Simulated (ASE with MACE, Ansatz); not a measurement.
# Which site? W in place of Mo in Σ9 (221)[1-10] symmetric tilt boundary in Mo (40 atoms), part 2 of 2

Aim: make W in place of Mo at several sites of Σ9 (221)[1-10] symmetric tilt boundary in Mo (40 atoms), relax each, and compare their energies.

Ansatz 0.2.0; Kohn-Sham DFT, PBE, PAW (set soft_2), plane waves.

The cell: 40 Mo. The cell is under 6 Å thick along two periodic directions.

So far. Step 2 (Single point at the start): The r.m.s. force at the start is 0.34 eV/Å. Step 3 (Relaxation): The relaxation converged after 4 steps, 1.19 eV below its start, with a largest force component of 0.036 eV/Å.

## 5. W on a site of Mo, site Mo18

The site has 7 bonded neighbours (Mo7) at 2.71 Å on average, in the lower grain. The change is made in the relaxed cell and the atoms are relaxed again.

input.yaml

```yaml
crystal:
  lattice:
    - [7.06597, 0.0, 0.0]
    - [5.65278, 4.23958, 0.0]
    - [0.0, 0.0, 21.96667]
  atoms:
    [... atom lines 1 to 14 left out ...]
    - { symbol: Mo, position: [0.22421, 0.21728, 0.33521] }
    - { symbol: Mo, position: [0.61429, 0.60743, 0.36392] }
    - { symbol: Mo, position: [0.99706, 0.00253, 0.38648] }
    - { symbol: W, position: [0.37651, 0.401, 0.40501] }
    - { symbol: Mo, position: [0.77881, 0.7692, 0.43649] }
    - { symbol: Mo, position: [0.18413, 0.1649, 0.45231] }
    - { symbol: Mo, position: [0.2603, 0.77955, 0.95231] }
    [... atom lines 22 to 40 left out ...]
kpoints:
  mp_grid: { grid: [4, 4, 1] }
hamiltonian:
  xc: pbe
scf:
  occupations: { method: fermi_dirac, width: 0.1 }
output:
  forces: true
  eigenvalues: true
relax:
  f_tol: 0.05
  max_steps: 90
```

The run is started by

```bash
> ansatz run input.yaml --threads 6 --pin off --max-ram 102400MiB --backend cuda --events-out ev --progress --plain --runs-dir out
```

Numbers of over 12 decimals in the logs are rounded to 6 here.

Log:

```text
[...]
GPU FFT provider: cuFFT
GPU libraries: cuBLAS 13.8.2, cuFFT 12.4.0, cuSOLVER 12.3.4
Crystal: 40 atoms, lattice volume = 658.050 Å³
Basis set: ecut = 420 eV, 12857 PW (Γ), exchange–correlation on 96×96×300 points (8 copies of the dense FFT grid, shifted against one another)
Bands: 336, of which v1, the nominal top of the filled ones, is band 280 counted from 1 (279 counted from 0)
Symmetry: 1 space group operations
[...]
k-points: 10 of 16 (time reversal used)
[...]
GPU buffer pool allocated for 345600 grid points (all kernels)
[...]
SCF iter   1: F=—  HF=-203661.460097 eV  |F-HF|=—  |Δ(HF+E_count)|=         —  Δρ=7.87e-3  dr2=3.18e0  ethr=1.77e-3  ⟨swp⟩=4.1  Hψ=12532  notcnv=0
[...]
SCF iter   5: F=-203661.339092 eV  HF=-203661.339114 eV  |F-HF|=2.15e-5  |Δ(HF+E_count)|=   8.15e-5  Δρ=5.16e-5  dr2=3.12e-5  ethr=1.98e-7  ⟨swp⟩=2.0  Hψ=4337  notcnv=0
SCF iter   6: F=-203661.339108 eV  HF=-203661.339110 eV  |F-HF|=1.32e-6  |Δ(HF+E_count)|=   4.03e-6  Δρ=1.30e-5  dr2=2.17e-6  ethr=5.56e-9  ⟨swp⟩=5.5  Hψ=10430  notcnv=0
SCF 1 converged in 6 iterations: F = -203661.339108 eV  dr2 = 2.17e-6
[...]
relax step   1: F+E_penalty+E_count = -203661.33910850 eV  Δ(F+E_penalty+E_count) = +0.000e0 eV  max|allowed force component| = 2.209e-1 eV/Å  Δτ_max = 0.0000 Å  (6 SCF iters, dr2 threshold 6.25e-5 eV, accepted)
[...]
relax step   2: F+E_penalty+E_count = -203661.33956766 eV  Δ(F+E_penalty+E_count) = -4.592e-4 eV  max|allowed force component| = 1.107e-1 eV/Å  Δτ_max = 0.0315 Å  (6 SCF iters, dr2 threshold 3.05e-6 eV, accepted)
[...]
relax step   3: F+E_penalty+E_count = -203661.34643597 eV  Δ(F+E_penalty+E_count) = -6.868e-3 eV  max|allowed force component| = 3.549e-2 eV/Å  Δτ_max = 0.0149 Å  (6 SCF iters, accepted)
SCF converged after 6 iterations
Free energy (F): -203661.346436 eV
[...]
Internal energy: -203660.422279 eV  (E = F + TS)
E sigma→0 (E₀):  -203660.884357 eV
Entropy (-TS):   -0.924157 eV (-23.104 meV/atom)
Fermi energy:    19.796986 eV
[...]
Σ components = -203661.346436   (vs F -203661.346436, Δ=0.00e0)
--- Forces (eV/Å), atoms counted from 1 ---
  atom   1  Mo    -0.00645121     0.00910153    -0.00379826
  atom   2  Mo    -0.00360648    -0.00017703     0.00367041
  atom   3  Mo    -0.00378406     0.00203400    -0.00307451
  atom   4  Mo     0.00786909     0.00473683     0.00009835
[...]
atom  40  Mo    -0.00229260    -0.01858205     0.02852696
  max |Σ_I F_I| component: 1.44e-6 eV/Å
--- Band table (eV; the first three rows and the last of 10) ---
[...]
--- Relaxed structure (3 steps of the walk, 3 accepted, 0 SCFs on fresh bases) ---
  F+E_penalty+E_count = -203661.34643597 eV   max|allowed force component| = 3.549e-2 eV/Å
  atoms:
    - { symbol: Mo, position: [0.759511, 0.780721, 0.0039446] }
    - { symbol: Mo, position: [0.165322, 0.176186, 0.019633] }
    - { symbol: Mo, position: [0.567736, 0.543624, 0.051025] }
    - { symbol: Mo, position: [0.946852, 0.942612, 0.069628] }
[...]
- { symbol: Mo, position: [0.686466, 0.162053, 0.504812] }
```

The job ended after 9.5 s (1 × NVIDIA H100 80GB HBM3 with 6 threads of AMD EPYC 7R13 (Zen 3), shared host; peak memory 1.4 GiB).

That memory is the host's; the program planned 16 GiB on the GPU.

The relaxation converged after 3 steps, 0.00733 eV below its start, with a largest force component of 0.035 eV/Å.

The surroundings of the W atom, after relaxation, nearest first, numbered as they follow in the input and with coordinates relative to it.

```
atom      x      y      z  distance (Å)
 W18   0.00   0.00   0.00          0.00
Mo40   0.84  -1.01   2.20          2.56
Mo13   0.72   0.19  -2.57          2.67
Mo17   0.72   2.56  -0.40          2.69
Mo15  -2.12  -0.78  -1.54          2.73
Mo19  -2.14   1.57   0.68          2.74
Mo17   2.13  -1.68  -0.40          2.74
Mo19  -0.73  -2.67   0.68          2.85
Mo20  -2.69  -1.00   1.05          3.05
Mo14  -1.41   1.85  -2.03          3.09
Mo16   2.84   0.88  -0.90          3.11
Mo14   0.00  -2.39  -2.03          3.14
```

The largest move is 0.02 Å, by Mo40.

## 6. W on a site of Mo, site Mo31

The site has 8 bonded neighbours (Mo8) at 2.75 Å on average, in the upper grain. 

Input and log are left out; they have the form of those shown for this kind of step.

Run time: 9.3 s. Hardware: 1 × NVIDIA H100 80GB HBM3 with 6 threads of AMD EPYC 7R13 (Zen 3), shared host; peak memory 1.4 GiB.

That memory is the host's; the program planned 16 GiB on the GPU.

The relaxation converged after 3 steps, 0.00234 eV below its start, with a largest force component of 0.014 eV/Å.

The surroundings of the W atom, after relaxation, nearest first, numbered as they follow in the input and with coordinates relative to it.

```
atom      x      y      z  distance (Å)
 W31   0.00   0.00   0.00          0.00
Mo30   2.12  -1.63   0.54          2.73
Mo34   2.11   0.73  -1.58          2.73
Mo26   0.72   0.27   2.63          2.74
Mo32  -0.72  -2.59  -0.54          2.74
Mo28  -2.12  -0.71   1.60          2.75
Mo32  -2.13   1.65  -0.54          2.75
Mo30   0.71   2.61   0.54          2.75
Mo36  -0.71  -0.25  -2.71          2.81
Mo35  -0.02   2.34  -2.08          3.13
Mo35   1.40  -1.90  -2.08          3.15
Mo33  -2.82  -0.93  -1.06          3.16
Mo27  -1.40   1.88   2.12          3.16
Mo27   0.01  -2.36   2.12          3.18
Mo29   2.83   0.95   1.09          3.18
```

The largest move is 0.01 Å, by Mo37.

## 7. W on a site of Mo, site Mo27

The site has 8 bonded neighbours (Mo8) at 2.76 Å on average, in the upper grain. 

Input and log are left out; they have the form of those shown for this kind of step.

Wall time 8.3 s (1 × NVIDIA H100 80GB HBM3 with 6 threads of AMD EPYC 7R13 (Zen 3), shared host); peak memory 1.4 GiB; 16 s of CPU time.

That memory is the host's; the program planned 16 GiB on the GPU.

The relaxation converged after 3 steps, 0.00263 eV below its start, with a largest force component of 0.018 eV/Å.

A closer look about the W atom, after relaxation: 15 atoms, nearest first, numbered in the order of the input, with positions taken from that point.

```
atom      x      y      z  distance (Å)
 W27   0.00   0.00   0.00          0.00
Mo26   2.13  -1.61   0.50          2.72
Mo30   2.11   0.72  -1.59          2.74
Mo28  -0.72  -2.59  -0.53          2.74
Mo28  -2.13   1.65  -0.53          2.75
Mo26   0.71   2.63   0.50          2.77
Mo24  -2.13  -0.71   1.62          2.77
Mo32  -0.73  -0.23  -2.67          2.78
Mo22   0.74   0.28   2.72          2.83
Mo23  -1.41   1.84   2.03          3.08
Mo23   0.00  -2.40   2.03          3.14
Mo29  -2.83  -0.93  -1.04          3.16
Mo31   1.40  -1.88  -2.13          3.17
Mo31  -0.01   2.36  -2.13          3.17
Mo25   2.81   0.97   1.12          3.18
```

The largest move is 0.01 Å, by Mo26.

## 8. W on a site of Mo, site Mo2

The site has 7 bonded neighbours (Mo7) at 2.73 Å on average, in the lower grain. 

input.yaml, the sections that differ from step 5:

```yaml
crystal:
  lattice:
    - [7.06597, 0.0, 0.0]
    - [5.65278, 4.23958, 0.0]
    - [0.0, 0.0, 21.96667]
  atoms:
    - { symbol: Mo, position: [0.7603, 0.77955, 0.00397] }
    - { symbol: W, position: [0.16564, 0.17525, 0.01979] }
    - { symbol: Mo, position: [0.56794, 0.54344, 0.05128] }
    - { symbol: Mo, position: [0.94739, 0.94191, 0.0698] }
    - { symbol: Mo, position: [0.33015, 0.33702, 0.09237] }
    [... atom lines 6 to 40 left out ...]
# kpoints, hamiltonian, scf, output, relax: as in step 5
```

Log:

```text
[...]
GPU FFT provider: cuFFT
GPU libraries: cuBLAS 13.8.2, cuFFT 12.4.0, cuSOLVER 12.3.4
Crystal: 40 atoms, lattice volume = 658.050 Å³
Basis set: ecut = 420 eV, 12857 PW (Γ), exchange–correlation on 96×96×300 points (8 copies of the dense FFT grid, shifted against one another)
Bands: 336, of which v1, the nominal top of the filled ones, is band 280 counted from 1 (279 counted from 0)
Symmetry: 1 space group operations
[...]
k-points: 10 of 16 (time reversal used)
[...]
GPU buffer pool allocated for 345600 grid points (all kernels)
[...]
SCF iter   1: F=—  HF=-203661.434141 eV  |F-HF|=—  |Δ(HF+E_count)|=         —  Δρ=7.48e-3  dr2=2.88e0  ethr=1.77e-3  ⟨swp⟩=4.1  Hψ=12529  notcnv=0
[...]
SCF iter   5: F=-203661.329197 eV  HF=-203661.329220 eV  |F-HF|=2.25e-5  |Δ(HF+E_count)|=   6.93e-5  Δρ=4.91e-5  dr2=3.12e-5  ethr=2.05e-7  ⟨swp⟩=2.0  Hψ=4324  notcnv=0
SCF iter   6: F=-203661.329215 eV  HF=-203661.329216 eV  |F-HF|=1.44e-6  |Δ(HF+E_count)|=   3.66e-6  Δρ=1.27e-5  dr2=2.17e-6  ethr=5.57e-9  ⟨swp⟩=5.9  Hψ=10371  notcnv=0
SCF 1 converged in 6 iterations: F = -203661.329215 eV  dr2 = 2.17e-6
[...]
relax step   1: F+E_penalty+E_count = -203661.32921470 eV  Δ(F+E_penalty+E_count) = +0.000e0 eV  max|allowed force component| = 1.118e-1 eV/Å  Δτ_max = 0.0000 Å  (6 SCF iters, dr2 threshold 6.25e-5 eV, accepted)
[...]
relax step   2: F+E_penalty+E_count = -203661.32964027 eV  Δ(F+E_penalty+E_count) = -4.256e-4 eV  max|allowed force component| = 8.418e-2 eV/Å  Δτ_max = 0.0251 Å  (7 SCF iters, accepted)
[...]
relax step   3: F+E_penalty+E_count = -203661.33546874 eV  Δ(F+E_penalty+E_count) = -5.828e-3 eV  max|allowed force component| = 3.393e-2 eV/Å  Δτ_max = 0.0119 Å  (6 SCF iters, accepted)
SCF converged after 6 iterations
Free energy (F): -203661.335469 eV
[...]
Internal energy: -203660.412266 eV  (E = F + TS)
E sigma→0 (E₀):  -203660.873867 eV
Entropy (-TS):   -0.923203 eV (-23.080 meV/atom)
Fermi energy:    19.794731 eV
[...]
Σ components = -203661.335469   (vs F -203661.335469, Δ=0.00e0)
--- Forces (eV/Å), atoms counted from 1 ---
  atom   1  Mo     0.02858074     0.00457173     0.02640324
  atom   2  W      0.01737162     0.01176412    -0.00024690
  atom   3  Mo     0.02131937     0.00911888    -0.01779978
  atom   4  Mo    -0.00855681    -0.00555349     0.00437190
[...]
atom  40  Mo    -0.00364194    -0.00677840     0.00066960
  max |Σ_I F_I| component: 8.93e-6 eV/Å
--- Band table (eV; the first three rows and the last of 10) ---
[...]
--- Relaxed structure (3 steps of the walk, 3 accepted, 0 SCFs on fresh bases) ---
  F+E_penalty+E_count = -203661.33546874 eV   max|allowed force component| = 3.393e-2 eV/Å
  atoms:
    - { symbol: Mo, position: [0.762270, 0.780831, 0.00416167] }
    - { symbol: W, position: [0.166888, 0.173583, 0.019645] }
    - { symbol: Mo, position: [0.566885, 0.545666, 0.051276] }
    - { symbol: Mo, position: [0.946741, 0.944256, 0.069901] }
[...]
- { symbol: Mo, position: [0.684415, 0.163912, 0.504022] }
```

Run time: 7.2 s. Hardware: 1 × NVIDIA H100 80GB HBM3 with 6 threads; peak memory 1.4 GiB.

That memory is the host's; the program planned 16 GiB on the GPU.

The relaxation converged after 3 steps, 0.00625 eV below its start, with a largest force component of 0.034 eV/Å.

Local excerpt of 13 atoms (numbers count through the whole input) about the W atom, after relaxation; x, y, z are measured from there.

```
atom      x      y      z  distance (Å)
  W2   0.00   0.00   0.00          0.00
 Mo1   1.99  -1.67  -0.34          2.61
 Mo1   0.57   2.57  -0.34          2.66
 Mo5   2.08   0.70   1.61          2.72
Mo21  -1.57  -1.67  -1.48          2.73
 Mo3  -2.14   1.58   0.69          2.75
 Mo7  -0.73  -0.27   2.73          2.84
 Mo3  -0.72  -2.66   0.69          2.84
Mo24   0.67  -0.98  -2.92          3.15
 Mo4  -2.85  -0.97   1.10          3.21
 Mo6   1.40  -1.88   2.23          3.24
 Mo6  -0.02   2.36   2.23          3.24
Mo23   1.38   1.56  -2.52          3.27
```

The largest move is 0.02 Å, by Mo1.

## 9. W on a site of Mo, site Mo28

The site has 8 bonded neighbours (Mo8) at 2.74 Å on average, in the upper grain. 

input.yaml, the sections that differ from step 8:

```yaml
crystal:
  lattice:
    - [7.06597, 0.0, 0.0]
    - [5.65278, 4.23958, 0.0]
    - [0.0, 0.0, 21.96667]
  atoms:
    [... atom lines 1 to 24 left out ...]
    - { symbol: Mo, position: [0.83015, 0.33702, 0.86392] }
    - { symbol: Mo, position: [0.22024, 0.72716, 0.83521] }
    - { symbol: Mo, position: [0.6159, 0.10792, 0.81245] }
    - { symbol: W, position: [0.0015, 0.4978, 0.78846] }
    - { symbol: Mo, position: [0.39028, 0.88852, 0.76521] }
    - { symbol: Mo, position: [0.77636, 0.27934, 0.74049] }
    - { symbol: Mo, position: [0.16809, 0.66511, 0.7158] }
    [... atom lines 32 to 40 left out ...]
# kpoints, hamiltonian, scf, output, relax: as in step 8
```

Log:

```text
[...]
GPU FFT provider: cuFFT
GPU libraries: cuBLAS 13.8.2, cuFFT 12.4.0, cuSOLVER 12.3.4
Crystal: 40 atoms, lattice volume = 658.050 Å³
Basis set: ecut = 420 eV, 12857 PW (Γ), exchange–correlation on 96×96×300 points (8 copies of the dense FFT grid, shifted against one another)
Bands: 336, of which v1, the nominal top of the filled ones, is band 280 counted from 1 (279 counted from 0)
Symmetry: 1 space group operations
[...]
k-points: 10 of 16 (time reversal used)
[...]
GPU buffer pool allocated for 345600 grid points (all kernels)
[...]
SCF iter   1: F=—  HF=-203661.576935 eV  |F-HF|=—  |Δ(HF+E_count)|=         —  Δρ=7.97e-3  dr2=3.44e0  ethr=1.77e-3  ⟨swp⟩=4.1  Hψ=12457  notcnv=0
[...]
SCF iter   5: F=-203661.448720 eV  HF=-203661.448746 eV  |F-HF|=2.61e-5  |Δ(HF+E_count)|=   8.85e-5  Δρ=5.31e-5  dr2=3.63e-5  ethr=2.16e-7  ⟨swp⟩=2.0  Hψ=4320  notcnv=0
SCF iter   6: F=-203661.448740 eV  HF=-203661.448742 eV  |F-HF|=1.37e-6  |Δ(HF+E_count)|=   4.32e-6  Δρ=1.34e-5  dr2=2.28e-6  ethr=6.48e-9  ⟨swp⟩=5.4  Hψ=10512  notcnv=0
SCF 1 converged in 6 iterations: F = -203661.448740 eV  dr2 = 2.28e-6
[...]
relax step   1: F+E_penalty+E_count = -203661.44874037 eV  Δ(F+E_penalty+E_count) = +0.000e0 eV  max|allowed force component| = 1.276e-1 eV/Å  Δτ_max = 0.0000 Å  (6 SCF iters, dr2 threshold 6.25e-5 eV, accepted)
[...]
relax step   2: F+E_penalty+E_count = -203661.44513665 eV  Δ(F+E_penalty+E_count) = +3.604e-3 eV  max|allowed force component| = 1.442e-1 eV/Å  Δτ_max = 0.0248 Å  (7 SCF iters, rejected (line search))
[...]
relax step   3: F+E_penalty+E_count = -203661.45178419 eV  Δ(F+E_penalty+E_count) = -3.044e-3 eV  max|allowed force component| = 2.646e-2 eV/Å  Δτ_max = 0.0121 Å  (6 SCF iters, accepted)
SCF converged after 6 iterations
Free energy (F): -203661.451784 eV
[...]
Internal energy: -203660.528826 eV  (E = F + TS)
E sigma→0 (E₀):  -203660.990305 eV
Entropy (-TS):   -0.922958 eV (-23.074 meV/atom)
Fermi energy:    19.796197 eV
[...]
Σ components = -203661.451784   (vs F -203661.451784, Δ=0.00e0)
--- Forces (eV/Å), atoms counted from 1 ---
  atom   1  Mo    -0.01500094     0.01209342    -0.00555087
  atom   2  Mo    -0.00115489    -0.00439239    -0.00169315
  atom   3  Mo    -0.01214561    -0.00339025    -0.00525983
  atom   4  Mo     0.00740673     0.00277425    -0.00271984
[...]
atom  40  Mo     0.00198806    -0.01039509     0.00373692
  max |Σ_I F_I| component: 1.06e-5 eV/Å
--- Band table (eV; the first three rows and the last of 10) ---
[...]
--- Relaxed structure (3 steps of the walk, 2 accepted, 0 SCFs on fresh bases) ---
  F+E_penalty+E_count = -203661.45178419 eV   max|allowed force component| = 2.646e-2 eV/Å
  atoms:
    - { symbol: Mo, position: [0.759310, 0.780657, 0.00418658] }
    - { symbol: Mo, position: [0.165282, 0.175983, 0.019811] }
    - { symbol: Mo, position: [0.567755, 0.543555, 0.051253] }
    - { symbol: Mo, position: [0.947178, 0.942240, 0.069794] }
[...]
- { symbol: Mo, position: [0.684603, 0.164097, 0.503957] }
```

Run time: 7 s. Hardware: 1 × NVIDIA H100 80GB HBM3 with 6 threads; peak memory 1.4 GiB; 17 s of CPU time.

That memory is the host's; the program planned 16 GiB on the GPU.

The relaxation converged after 3 steps, 0.00304 eV below its start, with a largest force component of 0.026 eV/Å.

## 10. The sites compared

All these cells hold the same atoms, so their energies can be compared with no chemical potential.

```
site  neighbours  mean distance (Å)  atoms within 6 Å       region  distance to the other part (Å; 6 means 6 or more)  energy over the best site (eV)  before relaxation (eV)  gain on relaxing (eV)
Mo27         Mo8               2.76                56  upper grain                                                4.5                            0.00                    0.00                   0.00
Mo31         Mo8               2.75                57  upper grain                                                6.0                            0.00                    0.00                   0.00
Mo28         Mo8               2.74                57  upper grain                                                4.9                            0.02                    0.02                   0.00
Mo18         Mo7               2.71                54  lower grain                                                2.5                            0.12                    0.13                   0.01
 Mo2         Mo7               2.73                54  lower grain                                                2.7                            0.13                    0.14                   0.01
```

## 11. Findings

The cheapest site is Mo27 (8 neighbours, Mo8, in the upper grain); the dearest, Mo2 (7 neighbours, Mo7, in the lower grain), costs 0.13 eV more. Mo31 and Mo28 lie within 0.02 eV of the cheapest, a tie at this tolerance. Over 5 sites the energy falls with the distance to the other part (correlation -0.93). Relaxation gains 0.0023 to 0.0073 eV and leaves the best site the same.

Caveats: Defects are neutral and interact with their images. Only 5 of the 40 Mo sites were tried; unless symmetry makes the others alike to these, a cheaper one may exist. The host structure and its lattice constant were typed by rule, without a check against the phase diagram. The pressure of -3.2 GPa says that the cell would shrink at this level of theory.

The DFT runs together took 63 s of wall time.

[Logs are printed without paths, hosts, clocks, repeated set-up lines and the standing remarks that a program may print on its own settings, such as how far it seeks lower states.]

[Hosts, paths, dates, database ids (printed as entryN), source tags and the programs' standing remarks are cut or masked in the printed files.]
